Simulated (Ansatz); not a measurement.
**La on Zr(0001): change of the work function**

Aim: the work function of Zr(0001) at several coverages of La (fcc site), and the dipole that each adsorbate carries.

Program: Ansatz 0.2.0. Level of theory: plane-wave DFT, PBE, Ansatz PAW. Results are calculated unless marked as measured.

## 1. Starting point

The cell holds 4 atoms: 4 Zr. Its edges and angles: a = 3.230 Å, b = 3.230 Å, c = 25.718 Å, α = 90.0°, β = 90.0°, γ = 60.0°. Vacuum lies along c.

## 2. The clean slab

The bare slab comes first, as the zero from which every change is counted. The two lowest layers are held at bulk places and the upper ones relax. The dipole correction removes the false field that a one-sided slab makes across the periodic vacuum, so each face gets a flat vacuum level of its own.

The input, input.yaml:

```yaml
crystal:
  lattice:
    - [3.23, 0.0, 0.0]
    - [1.615, 2.7972620542, 0.0]
    - [0.0, 0.0, 25.718085]
  atoms:
    - { symbol: Zr, position: [0.6666666667, 0.6666666667, 0.3499482951] }
    - { symbol: Zr, position: [0.0, 0.0, 0.449982765] }
    - { symbol: Zr, position: [0.6666666667, 0.6666666667, 0.550017235] }
    - { symbol: Zr, position: [0.0, 0.0, 0.6500517049] }
kpoints:
  mp_grid: { grid: [12, 12, 1] }
hamiltonian:
  xc: pbe
scf:
  occupations: { method: fermi_dirac, width: 0.1 }
  convergence: { dr2_threshold: 1.0e-08 }
efield:
  axis: 3
  dipole_correction: true
  ramp_position: 0.97
  ramp_width: 0.06
relax:
  f_tol: 0.02
  max_steps: 60
  constraints: [{ sites: [0, 1] }]
output:
  write_potential: true
  write_density: true
  volumetric_format: npy
```

Run with:

```bash
ansatz run input.yaml --threads 4 --pin off --max-ram 16384MiB --backend cpu --events-out ev --progress --plain --runs-dir out
```

Numbers of over 12 decimals in the logs are rounded to 6 here.

What it wrote:

```text
Engine: ansatz 0.2.0, aarch64-unknown-linux-gnu
Pseudopotentials: kind: paw
Pseudopotential: Zr, paw, valence charge 12, recommended cutoff 420 eV (normal), Zr.paw.azcp
Functional definition: PBE
  parameter kappa = 0.804
  parameter beta = 0.066725
  exchange = pbe_x(kappa = kappa, mu = beta*pi^2/3)
  correlation = pbe_c(beta = beta)
Crystal: 4 atoms, lattice volume = 232.367 Å³
Basis set: ecut = 420 eV, 4609 PW (Γ), exchange–correlation on 48×48×360 points (8 copies of the dense FFT grid, shifted against one another)
Bands: 29, of which v1, the nominal top of the filled ones, is band 24 counted from 1 (23 counted from 0)
Symmetry: 6 space group operations
k-points: 19 of 144 (time reversal used)
Non-local potential: Zr, projectors of the file, l = 0: 3, l = 1: 2, l = 2: 2, l = 3: 2
PAW form: soft (Blöchl's): semilocal exchange-correlation on the pseudo side does not see the compensation charge
PAW one-centre angular grid: Zr, 590 points (default); XC on 64 Gauss nodes
Initial density: superposition of atomic densities (neutral atoms: chi_scale 0, normalization atom), corrected by the library's trained network
Initial wavefunctions: pseudopotential atomic-orbital guess
Functional: x = pbe(κ = 0.804, μ = 0.219515), c = pbe(β = 0.066725)
SCF iter   1: F=—  HF=-16733.557492 eV  |F-HF|=—  |Δ(HF+E_count)|=         —  Δρ=4.44e-3  dr2=5.33e-1  ethr=1.77e-3  p=-0.000 e·Å  D=-3.08e-14 V/Å  ΔV_dip=0.00 eV  dr2_dipole=1.07e-7  V_vac-E_F(+/−)=4.13/4.13 eV  ⟨swp⟩=5.6  Hψ=5350  notcnv=0
efield: sawtooth ramp at fractional position 0.9700 (set: `efield.ramp_position`, or a place that a band, a saddle search or an elastic batch's reference lends), width 0.0600; the density the first Hamiltonian is built on has a dipole p = -0.000 e·Å; the dipole correction subtracts the counter field D = -3.08e-14 V/Å, which shifts the + side's vacuum level by +0.00 eV against the − side's; the planar-averaged density in the ramp window peaks in size at 2.6e-5 e/Å³
automatic band count: the SCF goes on with 34 bands, as 29 were too few: the levels above may hold too much charge
preconditioner: auto → LDOS  [metal: Δε(μ)=0.039 eV  Ē_g=3.166 eV  σ=0.100 eV  W_gap=0.10  n_scr=16 (ndim 8)  ℏωp=9.7 eV  f_vac=0.521  D(μ)=7.16/eV (n_scr^D=48)  β→1.0]
SCF iter   2: F=—  HF=-16733.547518 eV  |F-HF|=—  |Δ(HF+E_count)|=   9.97e-3  Δρ=1.07e-3  dr2=7.25e-3  ethr=1.11e-3  p=0.000 e·Å  D=1.44e-5 V/Å  ΔV_dip=-0.00 eV  dr2_dipole=5.05e-9  V_vac-E_F(+/−)=4.15/4.15 eV  ⟨swp⟩=1.6  Hψ=814  notcnv=0
SCF iter   3: F=—  HF=-16733.548011 eV  |F-HF|=—  |Δ(HF+E_count)|=   4.93e-4  Δρ=4.15e-4  dr2=2.47e-3  ethr=1.51e-5  p=0.000 e·Å  D=3.77e-6 V/Å  ΔV_dip=-0.00 eV  dr2_dipole=2.22e-8  V_vac-E_F(+/−)=4.17/4.17 eV  ⟨swp⟩=2.7  Hψ=1033  notcnv=0
SCF iter   4: F=—  HF=-16733.548012 eV  |F-HF|=—  |Δ(HF+E_count)|=   1.52e-6  Δρ=1.52e-4  dr2=1.70e-4  ethr=5.15e-6  p=0.000 e·Å  D=2.33e-6 V/Å  ΔV_dip=-0.00 eV  dr2_dipole=5.95e-9  V_vac-E_F(+/−)=4.17/4.17 eV  ⟨swp⟩=1.5  Hψ=817  notcnv=0
SCF iter   5: F=—  HF=-16733.548028 eV  |F-HF|=—  |Δ(HF+E_count)|=   1.60e-5  Δρ=4.96e-5  dr2=8.65e-6  ethr=3.55e-7  p=0.000 e·Å  D=5.99e-7 V/Å  ΔV_dip=-0.00 eV  dr2_dipole=1.25e-10  V_vac-E_F(+/−)=4.18/4.18 eV  ⟨swp⟩=2.2  Hψ=881  notcnv=0
SCF iter   6: F=—  HF=-16733.547888 eV  |F-HF|=—  |Δ(HF+E_count)|=   1.41e-4  Δρ=1.68e-5  dr2=1.31e-6  ethr=1.80e-8  p=0.000 e·Å  D=4.17e-7 V/Å  ΔV_dip=-0.00 eV  dr2_dipole=6.41e-11  V_vac-E_F(+/−)=4.18/4.18 eV  ⟨swp⟩=2.1  Hψ=956  notcnv=0
SCF iter   7: F=—  HF=-16733.547888 eV  |F-HF|=—  |Δ(HF+E_count)|=   6.91e-7  Δρ=5.91e-6  dr2=1.27e-7  ethr=2.73e-9  p=0.000 e·Å  D=1.54e-7 V/Å  ΔV_dip=-0.00 eV  dr2_dipole=2.77e-11  V_vac-E_F(+/−)=4.18/4.18 eV  ⟨swp⟩=2.0  Hψ=906  notcnv=0
SCF iter   8: F=-16733.547888 eV  HF=-16733.547888 eV  |F-HF|=4.81e-8  |Δ(HF+E_count)|=   6.78e-8  Δρ=1.61e-6  dr2=6.81e-9  ethr=2.08e-11  p=0.000 e·Å  D=8.39e-8 V/Å  ΔV_dip=-0.00 eV  dr2_dipole=3.85e-12  V_vac-E_F(+/−)=4.18/4.18 eV  ⟨swp⟩=7.9  Hψ=4633  notcnv=0
SCF 1 converged in 8 iterations: F = -16733.547888 eV  dr2 = 6.81e-9
  greatest PAW one-centre occupation: 0.996 electrons in one spin orbital (limit 2), on the Zr atom at site 0 (counted from 0), in its partial waves of l = 0
relax step   1: F+E_penalty+E_count = -16733.54788850 eV  Δ(F+E_penalty+E_count) = +0.000e0 eV  max|allowed force component| = 6.086e-1 eV/Å  Δτ_max = 0.0000 Å  (8 SCF iters, accepted)
Bands: 34, of which v1, the nominal top of the filled ones, is band 24 counted from 1 (23 counted from 0)
Initial density: handed on by an earlier stage of this run
Initial wavefunctions: those handed on with the density
SCF iter   1: F=—  HF=-16733.682250 eV  |F-HF|=—  |Δ(HF+E_count)|=         —  Δρ=8.16e-3  dr2=2.95e0  ethr=3.10e-3  p=0.000 e·Å  D=2.63e-8 V/Å  ΔV_dip=-0.00 eV  dr2_dipole=4.96e-1  V_vac-E_F(+/−)=4.17/4.17 eV  ⟨swp⟩=3.9  Hψ=1617  notcnv=1
efield: sawtooth ramp at fractional position 0.9700 (set: `efield.ramp_position`, or a place that a band, a saddle search or an elastic batch's reference lends), width 0.0600; the density the first Hamiltonian is built on has a dipole p = 0.000 e·Å; the dipole correction subtracts the counter field D = 2.63e-8 V/Å, which shifts the + side's vacuum level by -0.00 eV against the − side's; the planar-averaged density in the ramp window peaks in size at 6.6e-7 e/Å³
preconditioner: auto → LDOS  [metal: Δε(μ)=0.013 eV  Ē_g=3.209 eV  σ=0.100 eV  W_gap=0.03  n_scr=16 (ndim 8)  ℏωp=9.7 eV  f_vac=0.523  D(μ)=6.61/eV (n_scr^D=36)  β→1.0]
SCF iter   2: F=—  HF=-16733.583618 eV  |F-HF|=—  |Δ(HF+E_count)|=   9.86e-2  Δρ=3.85e-3  dr2=1.51e-1  ethr=3.10e-3  p=0.006 e·Å  D=4.52e-3 V/Å  ΔV_dip=-0.12 eV  dr2_dipole=7.53e-3  V_vac-E_F(+/−)=4.08/4.19 eV  ⟨swp⟩=2.1  Hψ=1007  notcnv=0
SCF iter   3: F=—  HF=-16733.575182 eV  |F-HF|=—  |Δ(HF+E_count)|=   8.44e-3  Δρ=1.72e-3  dr2=3.30e-2  ethr=3.14e-4  p=0.002 e·Å  D=1.91e-3 V/Å  ΔV_dip=-0.05 eV  dr2_dipole=1.60e-3  V_vac-E_F(+/−)=4.14/4.19 eV  ⟨swp⟩=2.1  Hψ=1085  notcnv=0
SCF iter   4: F=—  HF=-16733.570450 eV  |F-HF|=—  |Δ(HF+E_count)|=   4.73e-3  Δρ=3.20e-4  dr2=1.62e-3  ethr=6.87e-5  p=0.003 e·Å  D=2.32e-3 V/Å  ΔV_dip=-0.06 eV  dr2_dipole=6.30e-4  V_vac-E_F(+/−)=4.12/4.18 eV  ⟨swp⟩=2.2  Hψ=884  notcnv=0
SCF iter   5: F=—  HF=-16733.570491 eV  |F-HF|=—  |Δ(HF+E_count)|=   4.15e-5  Δρ=8.70e-5  dr2=4.19e-5  ethr=3.38e-6  p=0.003 e·Å  D=2.22e-3 V/Å  ΔV_dip=-0.06 eV  dr2_dipole=8.73e-12  V_vac-E_F(+/−)=4.13/4.18 eV  ⟨swp⟩=1.8  Hψ=842  notcnv=0
[...]
SCF iter   2: F=—  HF=-16733.588226 eV  |F-HF|=—  |Δ(HF+E_count)|=   1.75e-2  Δρ=1.52e-3  dr2=1.85e-2  ethr=1.00e-3  p=0.000 e·Å  D=1.96e-4 V/Å  ΔV_dip=-0.01 eV  dr2_dipole=1.41e-3  V_vac-E_F(+/−)=4.18/4.18 eV  ⟨swp⟩=2.1  Hψ=746  notcnv=0
SCF iter   3: F=—  HF=-16733.587671 eV  |F-HF|=—  |Δ(HF+E_count)|=   5.55e-4  Δρ=9.07e-4  dr2=7.70e-3  ethr=3.86e-5  p=0.002 e·Å  D=1.21e-3 V/Å  ΔV_dip=-0.03 eV  dr2_dipole=1.55e-4  V_vac-E_F(+/−)=4.15/4.18 eV  ⟨swp⟩=2.0  Hψ=1095  notcnv=0
SCF iter   4: F=—  HF=-16733.586446 eV  |F-HF|=—  |Δ(HF+E_count)|=   1.23e-3  Δρ=2.74e-4  dr2=8.39e-4  ethr=1.60e-5  p=0.001 e·Å  D=8.17e-4 V/Å  ΔV_dip=-0.02 eV  dr2_dipole=2.72e-5  V_vac-E_F(+/−)=4.16/4.18 eV  ⟨swp⟩=2.4  Hψ=905  notcnv=0
SCF iter   5: F=—  HF=-16733.586352 eV  |F-HF|=—  |Δ(HF+E_count)|=   9.43e-5  Δρ=8.20e-5  dr2=6.18e-5  ethr=1.75e-6  p=0.001 e·Å  D=5.20e-4 V/Å  ΔV_dip=-0.01 eV  dr2_dipole=1.67e-7  V_vac-E_F(+/−)=4.17/4.18 eV  ⟨swp⟩=2.2  Hψ=858  notcnv=0
SCF iter   6: F=—  HF=-16733.586339 eV  |F-HF|=—  |Δ(HF+E_count)|=   1.30e-5  Δρ=1.74e-5  dr2=2.75e-6  ethr=1.29e-7  p=0.001 e·Å  D=4.48e-4 V/Å  ΔV_dip=-0.01 eV  dr2_dipole=4.52e-8  V_vac-E_F(+/−)=4.17/4.18 eV  ⟨swp⟩=2.4  Hψ=943  notcnv=0
SCF iter   7: F=—  HF=-16733.586204 eV  |F-HF|=—  |Δ(HF+E_count)|=   1.35e-4  Δρ=3.61e-6  dr2=7.09e-8  ethr=5.73e-9  p=0.001 e·Å  D=4.12e-4 V/Å  ΔV_dip=-0.01 eV  dr2_dipole=1.38e-8  V_vac-E_F(+/−)=4.17/4.18 eV  ⟨swp⟩=2.2  Hψ=939  notcnv=0
SCF iter   8: F=-16733.586204 eV  HF=-16733.586204 eV  |F-HF|=4.09e-9  |Δ(HF+E_count)|=   3.16e-8  Δρ=1.22e-6  dr2=9.28e-9  ethr=2.08e-11  p=0.001 e·Å  D=4.07e-4 V/Å  ΔV_dip=-0.01 eV  dr2_dipole=1.17e-9  V_vac-E_F(+/−)=4.17/4.18 eV  ⟨swp⟩=9.7  Hψ=4356  notcnv=0
SCF 3 converged in 8 iterations: F = -16733.586204 eV  dr2 = 9.28e-9
relax step   3: F+E_penalty+E_count = -16733.58620364 eV  Δ(F+E_penalty+E_count) = -1.585e-2 eV  max|allowed force component| = 5.321e-2 eV/Å  Δτ_max = 0.0631 Å  (8 SCF iters, accepted)
SCF iter   1: F=—  HF=-16733.587053 eV  |F-HF|=—  |Δ(HF+E_count)|=         —  Δρ=4.83e-4  dr2=5.16e-3  ethr=3.16e-4  p=0.001 e·Å  D=4.07e-4 V/Å  ΔV_dip=-0.01 eV  dr2_dipole=1.05e-5  V_vac-E_F(+/−)=4.17/4.18 eV  ⟨swp⟩=2.0  Hψ=1029  notcnv=0
efield: sawtooth ramp at fractional position 0.9700 (set: `efield.ramp_position`, or a place that a band, a saddle search or an elastic batch's reference lends), width 0.0600; the density the first Hamiltonian is built on has a dipole p = 0.001 e·Å; the dipole correction subtracts the counter field D = 4.07e-4 V/Å, which shifts the + side's vacuum level by -0.01 eV against the − side's; the planar-averaged density in the ramp window peaks in size at 5.7e-7 e/Å³
preconditioner: auto → LDOS  [metal: Δε(μ)=0.004 eV  Ē_g=3.183 eV  σ=0.100 eV  W_gap=0.01  n_scr=16 (ndim 8)  ℏωp=9.7 eV  f_vac=0.522  D(μ)=6.82/eV (n_scr^D=48)  β→1.0]
SCF iter   2: F=—  HF=-16733.586760 eV  |F-HF|=—  |Δ(HF+E_count)|=   2.92e-4  Δρ=2.72e-4  dr2=1.00e-3  ethr=1.08e-5  p=0.001 e·Å  D=9.51e-4 V/Å  ΔV_dip=-0.02 eV  dr2_dipole=2.26e-5  V_vac-E_F(+/−)=4.15/4.18 eV  ⟨swp⟩=2.1  Hψ=911  notcnv=0
SCF iter   3: F=—  HF=-16733.586702 eV  |F-HF|=—  |Δ(HF+E_count)|=   5.86e-5  Δρ=8.73e-5  dr2=6.36e-5  ethr=2.09e-6  p=0.001 e·Å  D=6.71e-4 V/Å  ΔV_dip=-0.02 eV  dr2_dipole=7.28e-7  V_vac-E_F(+/−)=4.16/4.18 eV  ⟨swp⟩=2.1  Hψ=839  notcnv=0
SCF iter   4: F=—  HF=-16733.586682 eV  |F-HF|=—  |Δ(HF+E_count)|=   1.96e-5  Δρ=2.43e-5  dr2=2.38e-6  ethr=1.32e-7  p=0.001 e·Å  D=6.62e-4 V/Å  ΔV_dip=-0.02 eV  dr2_dipole=5.94e-9  V_vac-E_F(+/−)=4.16/4.18 eV  ⟨swp⟩=2.1  Hψ=1056  notcnv=0
SCF iter   5: F=—  HF=-16733.586552 eV  |F-HF|=—  |Δ(HF+E_count)|=   1.30e-4  Δρ=6.36e-6  dr2=2.66e-7  ethr=4.97e-9  p=0.001 e·Å  D=6.28e-4 V/Å  ΔV_dip=-0.02 eV  dr2_dipole=1.02e-11  V_vac-E_F(+/−)=4.16/4.18 eV  ⟨swp⟩=2.1  Hψ=870  notcnv=0
SCF iter   6: F=—  HF=-16733.586552 eV  |F-HF|=—  |Δ(HF+E_count)|=   9.85e-8  Δρ=2.51e-6  dr2=6.71e-8  ethr=5.53e-10  p=0.001 e·Å  D=6.03e-4 V/Å  ΔV_dip=-0.02 eV  dr2_dipole=4.48e-9  V_vac-E_F(+/−)=4.16/4.18 eV  ⟨swp⟩=2.4  Hψ=942  notcnv=0
SCF iter   7: F=-16733.586552 eV  HF=-16733.586552 eV  |F-HF|=1.46e-9  |Δ(HF+E_count)|=   6.63e-9  Δρ=9.70e-7  dr2=6.97e-9  ethr=2.08e-11  p=0.001 e·Å  D=5.86e-4 V/Å  ΔV_dip=-0.02 eV  dr2_dipole=4.64e-10  V_vac-E_F(+/−)=4.16/4.18 eV  ⟨swp⟩=6.9  Hψ=4304  notcnv=0
SCF 4 converged in 7 iterations: F = -16733.586552 eV  dr2 = 6.97e-9
relax step   4: F+E_penalty+E_count = -16733.58655243 eV  Δ(F+E_penalty+E_count) = -3.488e-4 eV  max|allowed force component| = 8.148e-3 eV/Å  Δτ_max = 0.0117 Å  (7 SCF iters, accepted)
NSCF: frozen V_eff on 19 k-points
the band table was solved once a step of the walk had ended and its energy, with any forces and stress, was formed, with the checks that follow a solve (2926 applications of the Hamiltonian). They found nothing against the state; the energy, forces and stress were not computed again (output.eigenvalues in the input reference)
WARN: The input density's exchange-correlation potential varies sharply where the density is thin. Do not read a vacuum level from v_tot or v_xc, or from such a field of the output density. On a cell that repeats whose density bears no net charge and no dipole along the vacuum's axis use v_es (v_loc + v_h of the components); under efield.dipole_correction with no amplitude use v_es + v_field, which holds any external [...]
SCF converged after 7 iterations
Free energy (F): -16733.586552 eV
Harris-Foulkes:  -16733.586552 eV  (|F-HF|=1.46e-9)
Internal energy: -16733.365929 eV  (E = F + TS)
E sigma→0 (E₀):  -16733.476241 eV
Entropy (-TS):   -0.220623 eV (-55.156 meV/atom)
Fermi energy:    3.221640 eV
Dipole field:    D = 0.000559 V/Å  (p = 0.000718 e·Å, saw-weighted, corrected)
Work function:   Φ+ = 4.1653 eV   Φ− = 4.1797 eV
Levels:          The Fermi level and band energies are counted from a zero that moves with the ramp; work functions are not
--- Per-component energies (eV) ---
  E_band       = -903.791514
  E_kinetic    = 1326.002279
  E_local      = -39066.160198  (includes V_loc(G=0)·N_el)
  E_nonlocal   = 323.579393
  E_hartree    = 18796.930185
  E_xc         = -642.831300
  E_vxc        = -758.598660  (∫ρ·V_xc dr)
  E_paw        = -11816.668412  (= ΣΔE_a)
  E_vpaw       = -322.475559  (= ΣTr[D̂ρ^β])
  E_aug_tail   = 0.000098  (compensation charges beyond the density's cutoff)
  E_efield     = 0.000000  (sawtooth field / dipole correction)
  E_vefield    = -0.000443  (∫n·V_field dr)
  E_ewald      = 14345.782025
  E_smearing   = -0.220623  (= −TS)
  E_closure    = 0.000000  (closes the sum)
  Σ components = -16733.586552   (vs F -16733.586552, Δ=0.00e0)
--- Forces (eV/Å), atoms counted from 1 ---
  atom   1  Zr     0.00000000    -0.00000000     0.45026778
  atom   2  Zr    -0.00000000     0.00000000    -0.44766616
  atom   3  Zr     0.00000000    -0.00000000    -0.00814794
  atom   4  Zr     0.00000000     0.00000000     0.00554617
  max |Σ_I F_I| component: 1.43e-7 eV/Å
--- Band table (eV; the first three rows and the last of 19) ---
  k-point 0: bands = [... 20 lower, 2.9732, 3.2750, 3.7893, 3.8564, 3.9939, 3.9939, 4.0865, 4.0865, ... 6 higher]
  k-point 1: bands = [... 20 lower, 2.8778, 3.2564, 3.5627, 3.6203, 3.8534, 3.9788, 4.1411, 4.2093, ... 6 higher]
  k-point 2: bands = [... 20 lower, 2.5727, 2.9194, 3.0801, 3.3553, 3.5026, 3.6525, 4.0458, 4.2786, ... 6 higher]
  k-point 18: bands = [... 20 lower, 2.1808, 2.4031, 2.4729, 3.2680, 3.2803, 3.3333, 3.3858, 3.4952, ... 6 higher]
--- Relaxed structure (4 steps of the walk, 4 accepted, 0 SCFs on fresh bases) ---
  F+E_penalty+E_count = -16733.58655243 eV   max|allowed force component| = 8.148e-3 eV/Å
  atoms:
    - { symbol: Zr, position: [0.666667, 0.666667, 0.3499482951] }
    - { symbol: Zr, position: [0.0, 0.0, 0.449982765] }
    - { symbol: Zr, position: [0.666667, 0.666667, 0.553889] }
    - { symbol: Zr, position: [-1.312544850788687e-18, -4.428137159959304e-19, 0.648750] }
```

It took 13 s on 4 threads of Arm Neoverse V1, shared host; peak memory 0.57 GiB.

Step by step:

```
step  energy less that of the first step (eV)  largest force component (eV/Å)
   1                                   0.0000                          0.6086
   2                                  -0.0225                          0.4689
   3                                  -0.0383                          0.0532
   4                                  -0.0387                          0.0081
```

Forces are held to the 6 operations that the run works with; a distortion that breaks them can't arise in this run.

The atoms that moved most (Å):

```
atom     dx     dy      dz  length
 Zr3  0.000  0.000   0.100   0.100
 Zr4  0.000  0.000  -0.033   0.033
```

Final coordinates:

```cif
data_structure
_symmetry_space_group_name_H-M 'P 1'
_symmetry_Int_Tables_number 1
_cell_length_a 3.2300
_cell_length_b 3.2300
_cell_length_c 25.7181
_cell_angle_alpha 90.000
_cell_angle_beta 90.000
_cell_angle_gamma 60.000
_cell_volume 232.37
loop_
_atom_site_label
_atom_site_type_symbol
_atom_site_fract_x
_atom_site_fract_y
_atom_site_fract_z
_atom_site_occupancy
Zr1 Zr 0.66667 0.66667 0.34995 1
Zr2 Zr 0.00000 0.00000 0.44998 1
Zr3 Zr 0.66667 0.66667 0.55389 1
Zr4 Zr 0.00000 0.00000 0.64875 1
```

This step gave:

```yaml
energy_at_zero_smearing: -16733.4762 eV
work_function_upper_face: 4.165 eV
dipole_along_the_normal: 7.18e-4 e·Å
```

Running mean over 2.573 Å of the planar mean; the ramp of the sawtooth is left out. Electron's electrostatic potential energy less the Fermi level against z:

```
z (Å)  electron's electrostatic potential energy less the Fermi level (eV)
  3.5                                                                 4.18
  4.0                                                                 4.18
  4.5                                                                 4.17
  5.0                                                                 4.15
  5.5                                                                 4.09
  6.0                                                                 3.92
  6.5                                                                 3.43
  7.0                                                                 2.15
  7.5                                                                -1.01
  8.0                                                                -5.14
  8.5                                                                -7.74
  9.0                                                                -8.45
  9.5                                                                -8.43
 10.0                                                                -8.32
 10.5                                                                -8.28
 11.0                                                                -8.29
 11.5                                                                -8.29
 12.0                                                                -8.16
 12.5                                                                -7.78
 13.0                                                                -7.60
 13.5                                                                -7.92
 14.0                                                                -8.25
 14.5                                                                -8.50
 15.0                                                                -9.02
 15.5                                                                -9.34
 16.0                                                                -9.04
 16.5                                                                -8.65
 17.0                                                                -8.19
 17.5                                                                -6.36
 18.0                                                                -2.56
 18.5                                                                 1.19
 19.0                                                                 3.09
 19.5                                                                 3.78
 20.0                                                                 4.03
 20.5                                                                 4.12
 21.0                                                                 4.15
 21.5                                                                 4.16
 22.0                                                                 4.16
 22.5                                                                 4.16
```

The relaxation took 4 steps and lowered the energy by 0.039 eV; the largest force on the free atoms ends at 0.0081 eV/Å.

The work function of the upper face is 4.17 eV.

[end of part 1 of 3]

[Logs are printed without paths, hosts, clocks, repeated set-up lines and the standing remarks that a program may print on its own settings, such as how far it seeks lower states.]

[Hosts, paths, dates, database ids (printed as entryN), source tags and the programs' standing remarks are cut or masked in the printed files.]

[Maps of the electrostatic potential energy from Ansatz leave out the sawtooth potential of an applied field or a dipole correction, so their vacuum need not be flat; planar profiles and work functions include it.]
